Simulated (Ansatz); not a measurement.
# BPd3C (built on the sites of a database entry of AlPt3C): following an unstable mode

Aim: this structure of BPd3C (built on the sites of a database entry of AlPt3C) is to be tested for unstable modes, and one is followed downhill.

Program: Ansatz 0.2.0. Level of theory: DFT PBEsol, scalar-relativistic, plane waves, PAW. Results are calculated unless marked as measured.

This is a report of a sequence of runs, with most program output left out.

The structure was built from a prototype and need not be the compound's stable phase.

## Step 1: The starting structure

It takes space group Pm-3m (No. 221, cubic). The conventional cell has a = 4.004 Å, b = 4.004 Å, c = 4.004 Å, α = 90.00°, β = 90.00°, γ = 90.00°. B has 12 Pd at 2.83 Å nearest. Nearest to Pd lie 2 C at 2.00 Å and 8 Pd at 2.83 Å and 4 B at 2.83 Å. C has 6 Pd at 2.00 Å nearest. Farther neighbours are not listed.

## Step 2: The dispersion

The cell comes from relaxations at this level that are not shown. Stability and thermal properties need the whole zone. Linear response on a 2×2×2 q mesh gives force constants as far as a supercell of that size would.

input.yaml

```yaml
crystal:
  lattice:
    - [4.0038716247, 0.0, 0.0]
    - [0.0, 4.0038716247, 0.0]
    - [0.0, 0.0, 4.0038716247]
  atoms:
    - { symbol: B, position: [0.0, 0.0, 0.0] }
    - { symbol: Pd, position: [0.0, 0.5, 0.5] }
    - { symbol: Pd, position: [0.5, 0.0, 0.5] }
    - { symbol: Pd, position: [0.5, 0.5, 0.0] }
    - { symbol: C, position: [0.5, 0.5, 0.5] }
kpoints:
  mp_grid: { grid: [8, 8, 8] }
hamiltonian:
  xc: pbesol
scf:
  occupations: { method: methfessel_paxton, width: 0.15 }
output:
  eigenvalues: true
phonons:
  method: dfpt
  qmesh: [2, 2, 2]
  temperatures: { t_max: 1000, t_step: 50 }
  qpath:
    path:
      - [[0.0, 0.0, 0.0], [0.0, 0.5, 0.0], [0.5, 0.5, 0.0], [0.0, 0.0, 0.0], [0.5, 0.5, 0.5], [0.0, 0.5, 0.0]]
      - [[0.5, 0.5, 0.5], [0.5, 0.5, 0.0]]
    npoints: 10
```

Run with:

```sh
$ ansatz run input.yaml --threads 8 --pin off --max-ram 14336MiB --backend cpu --events-out ev --progress --plain --runs-dir out
```

Elapsed: 91 s, on 8 threads of Arm Neoverse V2, shared host; peak memory 1.1 GiB; 11 min of CPU time.

Numbers from this step:

- volume per atom: 12.84 Å³
- gap on the k-mesh: 0 eV
- sum-rule residual before enforcement: 6.26e-5 eV/Å²
- lowest frequency on the path: -294.9 cm⁻¹
- point group: m-3m
- highest frequency on the path or at a solved wavevector: 712.0 cm⁻¹
- highest optical mode at the zone centre (no LO-TO term): 453.4 cm⁻¹
- lowest optical zone-centre mode: -294.9 cm⁻¹
- lowest mode on the q mesh (acoustic modes at Γ apart): -294.9 cm⁻¹

Frequencies (cm⁻¹) solved at each irreducible wavevector; negative means imaginary. Frequencies by wavevector, by row:

```tsv
q in reciprocal lattice units	star	mode 1	mode 2	mode 3	mode 4	mode 13	mode 14	mode 15
0 0 0	1	-294.9	-294.9	-294.9	-98.1	453.4	453.4	453.4
0 0 -0.5	3	-280.5	-280.5	-161.1	-127	458.9	458.9	688.3
0 -0.5 -0.5	3	-272.5	-237.6	-237.6	-135.1	466.3	704.4	704.4
-0.5 -0.5 -0.5	1	-252.9	-252.9	-252.9	-119.2	712	712	712
```

Interpolated from a 2×2×2 q mesh, rough between the solved points. The phonon branches at the labelled points (cm⁻¹):

```tsv
point	branch 1	branch 2	branch 3	branch 4	branch 12	branch 13	branch 14	branch 15
Γ	-295	-295	-295	-98	57	453	453	453
halfway	-287	-287	-240	-113	190	456	456	572
X	-280	-280	-161	-127	220	459	459	688
halfway	-277	-260	-210	-130	237	462	588	696
M	-272	-238	-238	-135	258	466	704	704
halfway	-282	-261	-240	-119	211	459	579	581
Γ	-295	-295	-295	-98	57	453	453	453
halfway	-261	-261	-246	-121	236	586	586	587
R	-253	-253	-253	-119	306	712	712	712
halfway	-262	-261	-230	-128	260	591	594	702
X	-280	-280	-161	-127	220	459	459	688
jump to R	-253	-253	-253	-119	306	712	712	712
halfway	-263	-245	-245	-127	282	597	708	708
M	-272	-238	-238	-135	258	466	704	704
```

Symmetry leaves 4 wavevectors to solve. The lowest mode among them, the acoustic zeros apart, lies at Γ and is imaginary, 294.9i cm⁻¹, so the energy falls along it.

## Step 3: The mode frozen in, largest atomic shift 0 Å

The mode followed lies at Γ with frequency 294.9i cm⁻¹ and is 3-fold degenerate, the softest among the wavevectors solved. At small amplitude the distorted cell has space group no. 99 by a symmetry search on the positions. The undistorted cell that holds it gives the zero of energy on the same k mesh.

input.yaml, the sections that differ from step 2:

```yaml
output:
  forces: true
  stress: true
  eigenvalues: true
# crystal, kpoints, hamiltonian, scf: as in step 2
# phonons: removed
```

Wall time 1.2 s (8 threads); peak memory 0.43 GiB; 4.6 s of CPU time.

Numbers from this step:

| Item | Value |
| --- | --- |
| pressure | 0.002516 GPa |
| energy from the undistorted cell | 0 meV/atom |

The run ends at a pressure of 0.00 GPa.

## Step 4: The mode frozen in, largest atomic shift 0.6 Å

The atoms are moved along the unstable eigenvector, the largest shift by 0.6 Å, with the cell fixed.

input.yaml, the sections that differ from step 3:

```yaml
crystal:
  lattice:
    - [4.0038716247, 0.0, 0.0]
    - [0.0, 4.0038716247, 0.0]
    - [0.0, 0.0, 4.0038716247]
  atoms:
    - { symbol: B, position: [0.0, 0.1498549545, 0.0] }
    - { symbol: Pd, position: [0.0, 0.487841744, 0.5] }
    - { symbol: Pd, position: [0.5, 0.0057870792, 0.5] }
    - { symbol: Pd, position: [0.5, 0.487841744, 0.0] }
    - { symbol: C, position: [0.5, 0.5293039858, 0.5] }
# kpoints, hamiltonian, scf, output: as in step 3
```

The job ended after 1.8 s (8 threads; peak memory 0.46 GiB).

This step gave:

| Quantity | Value |
| --- | --- |
| pressure | 3.574 GPa |
| energy from the undistorted cell | -123.7 meV/atom |

The energy, extrapolated to zero smearing, is -123.65 meV/atom against the undistorted cell.

The run ends at a pressure of 3.57 GPa, with forces up to 1.4 eV/Å.

## Step 5: Energy along the mode, all amplitudes (two of the runs are shown above)

An imaginary frequency means negative curvature, so the energy should fall and then rise again as anharmonic terms take over.

Numbers from this step:

| Quantity | Value |
| --- | --- |
| depth at the lowest point sampled | 123.7 meV/atom |
| largest atomic shift at that point | 0.6 Å |

The energy from the parent by largest atomic shift:

```tsv
largest atomic shift (Å)	energy from the parent (meV/atom)
0.000	0
0.040	-0.658
0.080	-2.63
0.140	-7.99
0.220	-19.4
0.320	-40.0
0.450	-75.4
0.600	-124
```

Displacement at unit largest shift by atom:

```tsv
atom	x (Å)	y (Å)	z (Å)	size
B1	0.00	1.00	0.00	1.00
Pd2	0.00	-0.08	0.00	0.08
Pd3	0.00	0.04	0.00	0.04
Pd4	0.00	-0.08	0.00	0.08
C5	0.00	0.20	0.00	0.20
```

The lowest of the steps tried is the last one, at 0.6 Å, 124 meV/atom below the parent; the bottom of the well need not coincide with a step.

## Step 6: Relaxation from the frozen mode

Starting from the lowest point found, all atoms and the cell are let go, so that strain and other modes of the same symmetry can join in.

input.yaml, as its differences from that of step 4:

```diff
@@ -21 +21,6 @@
   eigenvalues: true
+relax:
+  adjacent_minimum: "off"
+  f_tol: 0.002
+  max_steps: 120
+  cell: { stress_tol: 0.03 }
```

It took 43 s on 8 threads; peak memory 0.52 GiB; 5.4 min of CPU time.

The steps of the relaxation:

```tsv
step	energy less that of the first step (eV)	largest force component (eV/Å)	pressure (GPa)	volume (Å³)
1	0.0000	1.4392	3.57	64.19
2	-0.4893	1.3114	0.42	66.27
3	-0.7800	0.5372	5.36	66.37
4	-0.8455	0.2121	-2.00	70.46
5	-0.8557	0.1008	-0.35	69.52
6	-0.8565	0.0411	-0.11	69.38
7	-0.8569	0.0109	0.09	69.29
8	-0.8574	0.0173	0.25	69.19
9	-0.8196	0.3796	2.18	67.69
10	-0.8579	0.0207	-0.57	69.55
11	-0.8612	0.0786	-0.69	69.46
12	-0.8599	0.2106	0.47	69.34
13	-0.8623	0.0277	-0.08	69.32
14	-0.8624	0.0204	0.09	69.25
15	-0.8624	0.0013	-0.01	69.29
16*	-0.8711	0.0019	0.17	69.29
17	-0.8720	0.0304	0.20	69.37
18	-0.8719	0.0113	-0.05	69.52
19	-0.8720	0.0028	0.00	69.47
20	-0.8720	0.0000	0.00	69.47
21*	-0.8722	0.0002	0.00	69.47
```

Relaxation steps marked * repeat the geometry before them on a plane-wave basis chosen anew for their cell, so energy and pressure can jump there. Relaxation steps 9, 12 were tried and not accepted.

Forces are held to the 8 operations that the run works with; a distortion that breaks them can't arise in this run.

```tsv
conventional cell, symmetrised	before	after	change
a (Å)	4.004	3.992	-0.3 %
b (Å)	4.004	3.992	-0.3 %
c (Å)	4.004	4.360	+8.9 %
volume (Å³/atom)	12.84	13.89	+8.2 %
```

The atoms that moved most (Å, as changes of fractional coordinates times the final cell):

```tsv
atom	dx	dy	dz	length
B1	0.000	0.450	0.000	0.450
Pd2	0.000	-0.243	0.000	0.243
Pd4	0.000	-0.243	0.000	0.243
C5	0.000	0.105	0.000	0.105
Pd3	0.000	-0.069	0.000	0.069
```

Numbers from this step:

* pressure: 9.62e-4 GPa
* volume per atom: 13.89 Å³

The distorted start has space group P4mm; the relaxation ends in P4mm.

## Step 7: The new phase in its own primitive cell

The relaxed structure is symmetrised, reduced to its primitive cell and relaxed tightly, as its phonons need.

input.yaml, the sections that differ from step 6:

```yaml
crystal:
  lattice:
    - [3.9917865663, 0.0, 0.0]
    - [0.0, 3.9917865663, 0.0]
    - [0.0, 0.0, 4.3600681043]
  atoms:
    - { symbol: B, position: [0.0, 0.0, 0.7468977353] }
    - { symbol: Pd, position: [0.0, 0.5, 0.5679688862] }
    - { symbol: Pd, position: [0.5, 0.5, 0.0099552393] }
    - { symbol: Pd, position: [0.5, 0.0, 0.5679688862] }
    - { symbol: C, position: [0.5, 0.5, 0.4465797454] }
relax:
  adjacent_minimum: "off"
  f_tol: 0.001
  max_steps: 60
  cell: { stress_tol: 0.01 }
# kpoints, hamiltonian, scf, output: as in step 6
```

It took 6.6 s on 8 threads; peak memory 0.51 GiB; 48 s of CPU time.

Little changed from the start: no atom moved by 0.005 Å and no cell edge by 0.1 %.

Numbers from this step:

| Property | Result |
| --- | --- |
| pressure | -0.001036 GPa |
| volume per atom | 13.90 Å³ |

The largest force component left is 0.92 meV/Å and the pressure is -0.001 GPa, within the tolerances set. The cell now holds 13.90 Å³/atom.

## Step 8: Modes of the new phase

A relaxed structure may still be a saddle point, so its zone-centre modes are computed. No field response is asked, since the mesh shows no gap.

input.yaml, the sections that differ from step 7:

```yaml
crystal:
  lattice:
    - [3.9916958142, 0.0, 0.0]
    - [0.0, 3.9916958142, 0.0]
    - [0.0, 0.0, 4.3603882057]
  atoms:
    - { symbol: B, position: [0.0, 0.0, 0.7468995718] }
    - { symbol: Pd, position: [0.0, 0.5, 0.5679704539] }
    - { symbol: Pd, position: [0.5, 0.5, 0.0099636453] }
    - { symbol: Pd, position: [0.5, 0.0, 0.5679704539] }
    - { symbol: C, position: [0.5, 0.5, 0.4465663675] }
output:
  eigenvalues: true
phonons:
  method: dfpt
# kpoints, hamiltonian, scf: as in step 7
# relax: removed
```

Run time: 42 s. Hardware: 8 threads; peak memory 1.2 GiB.

Numbers from this step:

```yaml
sum_rule_residual_before_enforcement: 6.65e-5 eV/Å²
point_group: 4mm
highest_optical_mode_at_the_zone_centre_no_lo_to_term: 600.7 cm⁻¹
lowest_optical_zone_centre_mode: 28.84 cm⁻¹
```

Patterns of degenerate modes are one choice out of their space. Modes at Γ, with each element's share of the kinetic energy:

```tsv
mode	frequency (cm⁻¹)	symmetry	B %	Pd %	C %
1	0.0	acoustic	3	93	4
2	0.0	acoustic	3	93	4
3	0.0	acoustic	3	93	4
4	28.8	E	7	93	0
5	28.8	E	7	93	0
6	114.6	B1	0	100	0
7	166.4	E	0	94	6
8	166.4	E	0	94	6
9	181.5	A1	2	95	3
10	353.0	E	82	12	6
11	353.0	E	82	12	6
12	354.8	A1	93	6	1
13	519.0	E	7	8	84
14	519.0	E	7	8	84
15	600.7	A1	2	6	92
```

Displacements in mode 4 (28.8 cm⁻¹), the largest set to 1:
```
B1  -1.00  0.33  0.00
Pd2 -0.03  0.25  0.00
Pd3  0.90 -0.30  0.00
Pd4 -0.75  0.01  0.00
C5  -0.12  0.04  0.00
```

Displacements in mode 9 (181.5 cm⁻¹), the largest set to 1:
```
B1   0.00  0.00 -0.59
Pd2  0.00  0.00 -0.51
Pd3  0.00  0.00  1.00
Pd4  0.00  0.00 -0.51
C5   0.00  0.00  0.65
```

Before it was imposed, the acoustic sum rule was missed by 6.6e-5 eV/Å². Small misses are needed for a sound result but don't prove that mesh and cutoff are converged. The lowest optical mode is real, 28.8 cm⁻¹.

## Step 9: Results

- unstable mode of the parent: q = (0, 0, 0), 295i cm⁻¹
- depth at the lowest point sampled: 124 meV/atom
- largest atomic shift at that point: 0.6 Å
- space group reached (within 0.01 Å): P4mm
- energy gained over the parent (first relaxation, on the mesh of the frozen mode): 298 meV/atom
- volume per atom, phase reached: 13.9 Å³
- lowest optical zone-centre mode, phase reached: 28.8 cm⁻¹
- highest optical mode at the zone centre (no LO-TO term), phase reached: 601 cm⁻¹

What this shows: Along this mode the structure falls into P4mm, 298 meV/atom below the parent. At the parent's cell the well is 123.7 meV/atom deep on the steps tried, with its lowest point at a shift of 0.6 Å. That is the last step tried, so the steps alone don't bracket the bottom of the well. Relaxing atoms and cell changes the gain by +174.73 meV/atom against the lowest step (energies at zero smearing). The new phase has no imaginary mode at the zone centre of its cell; other wavevectors were not checked. Of the 6 patterns followed to their end from this parent, this one ends 195 meV/atom above the lowest, Amm2. Each path keeps the symmetry of its pattern, so a lower phase may lie along a pattern not tried. The q mesh stands for a supercell only 8.0 Å across, so branches between the solved wavevectors are rough. With no gap, or one that is small against the smearing, the frequencies hang on the k mesh and the smearing, most of all near Kohn anomalies. The phonon runs are without spin polarisation, although the cell has an odd electron count. A phonon run warned that its eigensolver left some bands unconverged in a pass. The starting cell was built on a prototype and not taken from a measurement, so the phase need not exist.

[Logs are printed without paths, hosts, clocks, repeated set-up lines and the standing remarks that a program may print on its own settings, such as how far it seeks lower states.]

[Hosts, paths, dates, database ids (printed as entryN), source tags and the programs' standing remarks are cut or masked in the printed files.]
